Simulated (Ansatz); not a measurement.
# Mo wire along [110], 17 atoms a period: bands along the axis, part 2 of 2

Aim: is the Mo wire along [110], 17 atoms a period a metal or a semiconductor?

Ansatz 0.2.0; DFT PBE, plane waves, PAW; relaxation of a wire's period; PAW set soft_1 (the session's first sound run).

So far: The structure; The relaxed wire.

## (2) The relaxed wire (continued)

Relaxation path:

```tsv
step	energy less that of the first step (eV)	largest force component (eV/Å)	pressure (GPa)	volume (Å³)
1	0.0000	4.5051	-6.85	922.75
2	-4.2452	2.7647	-3.72	903.27
3	-5.7203	0.8221	0.25	886.87
4	-5.9189	0.4193	-0.16	875.34
5	-5.9223	0.2128	-0.18	886.16
6	-5.9349	0.1708	0.17	877.19
7	-5.9574	0.0581	0.06	881.80
8	-5.9582	0.0987	0.03	883.13
9	-5.9599	0.0209	0.00	882.69
10*	-5.9571	0.0206	0.00	882.69
```

Relaxation steps marked * repeat the geometry before them on a plane-wave basis chosen anew for their cell, so energy and pressure can jump there.

Forces are held to the 8 operations that the run works with; a distortion that breaks them can't arise in this run.

```tsv
cell as run	before	after	change
c (Å)	4.469	4.275	-4.3 %
```

The atoms that moved most (Å, along periodic axes as changes of fractional coordinates times the final cell, across vacuum about the mean position):

```tsv
atom	dx	dy	dz	length
Mo4	0.000	-0.404	0.000	0.404
Mo16	0.000	0.404	0.000	0.404
Mo13	-0.064	0.370	0.000	0.375
Mo7	0.064	0.370	0.000	0.375
Mo8	0.064	-0.370	0.000	0.375
Mo14	-0.064	-0.370	0.000	0.375
Mo10	0.000	-0.284	0.000	0.284
Mo11	0.000	0.284	0.000	0.284
```

Numbers from this step:

```yaml
energy_at_zero_smearing: -84227.7471 eV
cell_length_along_the_wire: 4.275 Å
```

The cell's length comes to 4.275 Å with spin left out.

## (3) The wire at its relaxed period

This step: DFT PBE, plane waves, PAW; bands of a perfect wire; PAW set soft_1 (Ansatz 0.2.0).

At the relaxed period the bands are computed along the axis; those that cross an energy going forward count the channels that a perfect wire would open there.

Contents of input.yaml:

```yaml
crystal:
  lattice:
    - [13.12, 0.0, 0.0]
    - [0.0, 15.738, 0.0]
    - [0.0, 0.0, 4.2748720634]
  atoms:
    - { symbol: Mo, position: [0.261059357, 0.49999459, 0.0] }
    - { symbol: Mo, position: [0.376662781, 0.639165185, 0.0] }
    - { symbol: Mo, position: [0.5, 0.49999459, 0.0] }
    - { symbol: Mo, position: [0.5, 0.758278155, 0.0] }
    - { symbol: Mo, position: [0.623337219, 0.639165185, 0.0] }
    - { symbol: Mo, position: [0.738940643, 0.49999459, 0.0] }
    - { symbol: Mo, position: [0.264022093, 0.381496971, 0.5] }
    - { symbol: Mo, position: [0.264022093, 0.618492209, 0.5] }
    - { symbol: Mo, position: [0.382620786, 0.49999459, 0.5] }
    - { symbol: Mo, position: [0.5, 0.33998634, 0.5] }
    - { symbol: Mo, position: [0.5, 0.66000284, 0.5] }
    - { symbol: Mo, position: [0.617379214, 0.49999459, 0.5] }
    - { symbol: Mo, position: [0.735977907, 0.381496971, 0.5] }
    - { symbol: Mo, position: [0.735977907, 0.618492209, 0.5] }
    - { symbol: Mo, position: [0.376662781, 0.360823995, 0.0] }
    - { symbol: Mo, position: [0.5, 0.241711025, 0.0] }
    - { symbol: Mo, position: [0.623337219, 0.360823995, 0.0] }
kpoints:
  mp_grid: { grid: [1, 1, 19] }
  band_path: { path: ["Γ", Z], npoints: 90 }
scf:
  occupations: { method: fermi_dirac, width: 0.05 }
hamiltonian:
  xc: pbe
  pseudopotentials: { kind: paw, azcp: { folder: soft_1 } }
output:
  dos: { e_range: [-5, 4] }
  write_potential: true
  write_density: true
  volumetric_format: npy
```

Run with:

```bash
$ ansatz run input.yaml --threads 4 --pin off --max-ram 16384MiB --backend cpu --events-out ev --progress --plain --runs-dir out
```

Numbers of over 12 decimals in the logs are rounded to 6 here.

The program printed:

```text
[...]
Crystal: 17 atoms, lattice volume = 882.687 Å³
Basis set: ecut = 420 eV, 17213 PW (Γ)
Bands: 143, of which v1, the nominal top of the filled ones, is band 119 counted from 1 (118 counted from 0)
Symmetry: 8 space group operations
[...]
k-points: 10 of 19
[...]
SCF iter   1: F=—  HF=-84245.790663 eV  |F-HF|=—  |Δ(HF+E_count)|=         —  Δρ=5.97e-2  dr2=1.34e2  ethr=3.10e-3  ⟨swp⟩=9.9  Hψ=6917  notcnv=0  defer=1
[...]
SCF iter  12: F=-84227.830178 eV  HF=-84227.830178 eV  |F-HF|=3.78e-10  |Δ(HF+E_count)|=   2.61e-8  Δρ=8.83e-7  dr2=1.15e-8  ethr=4.20e-11  ⟨swp⟩=16.3  Hψ=4754  notcnv=0
SCF 1 converged in 12 iterations: F = -84227.830178 eV  dr2 = 1.15e-8
[...]
NSCF: frozen V_eff on 91 k-points
WARN: The output density's exchange-correlation potential varies sharply where the density is thin. Do not read a vacuum level from v_tot or v_xc, or from such a field of the output density. On a cell that repeats whose density bears no net charge and no dipole along the vacuum's axis use v_es (v_loc + v_h of the components); under efield.dipole_correction with no amplitude use v_es + v_field, which holds any externa [...]
SCF converged after 12 iterations
Free energy (F): -84227.830178 eV
[...]
Internal energy: -84227.655988 eV  (E = F + TS)
E sigma→0 (E₀):  -84227.743083 eV
Entropy (-TS):   -0.174190 eV (-10.246 meV/atom)
Fermi energy:    3.804912 eV
[...]
--- Band table (eV; the first three rows and the last of 10) ---
  k-point 0: bands = [... 115 lower, 3.5437, 3.6742, 3.7381, 3.8810, 4.0204, 4.0645, 4.1704, 4.2312, ... 20 higher]
  k-point 1: bands = [... 115 lower, 3.4930, 3.6986, 3.7685, 3.7880, 3.8775, 4.1541, 4.1880, 4.2375, ... 20 higher]
  k-point 2: bands = [... 115 lower, 3.3901, 3.4588, 3.7890, 3.8592, 3.8672, 4.1876, 4.2332, 4.2429, ... 20 higher]
  k-point 9: bands = [... 115 lower, 3.2751, 3.2813, 3.4281, 3.6703, 3.6725, 3.8762, 3.8982, 3.9132, ... 20 higher]
```

The job ended after 2.5 min (4 threads of Arm Neoverse V2, shared host; peak memory 5.9 GiB; 9.9 min of CPU time).

The column dr2 measures how far the density is from self-consistency, as an energy; F and HF (Harris–Foulkes) agree once it is small.

This step gave:

```
energy at zero smearing : -84227.7431 eV
band gap                : 0 eV
```

Electronic bands along the path, in eV, zero at the Fermi level; # counts the bands kept:

```tsv
point	#48	#49	#50	#51	#52	#53	#54	#55
Γ	-0.26	-0.13	-0.07	0.08	0.22	0.26	0.37	0.43
halfway	-0.48	-0.30	-0.10	-0.05	0.28	0.28	0.32	0.47
Z	-0.55	-0.53	-0.39	-0.16	-0.14	0.07	0.13	0.15
```

Between Γ and Z the bands cross the Fermi level 8 times, so a perfect wire would conduct at least 8 G₀, with spin left out.

## (4) Outcome

- cell length, PBE: 4.275 Å
- ballistic conductance by band crossings, a lower bound, PBE: 8 G₀

In words: Under PBE the cell's length is 4.27 Å, and the bands cross the Fermi level 8 times between Γ and Z, which gives a perfect wire at least 8 G₀ (opposite crossings within one step of the path cancel in such a count). No spin was allowed, though thin wires with open d shells can turn magnetic.

[Logs are printed without paths, hosts, clocks, repeated set-up lines and the standing remarks that a program may print on its own settings, such as how far it seeks lower states.]

[Hosts, paths, dates, database ids (printed as entryN), source tags and the programs' standing remarks are cut or masked in the printed files.]
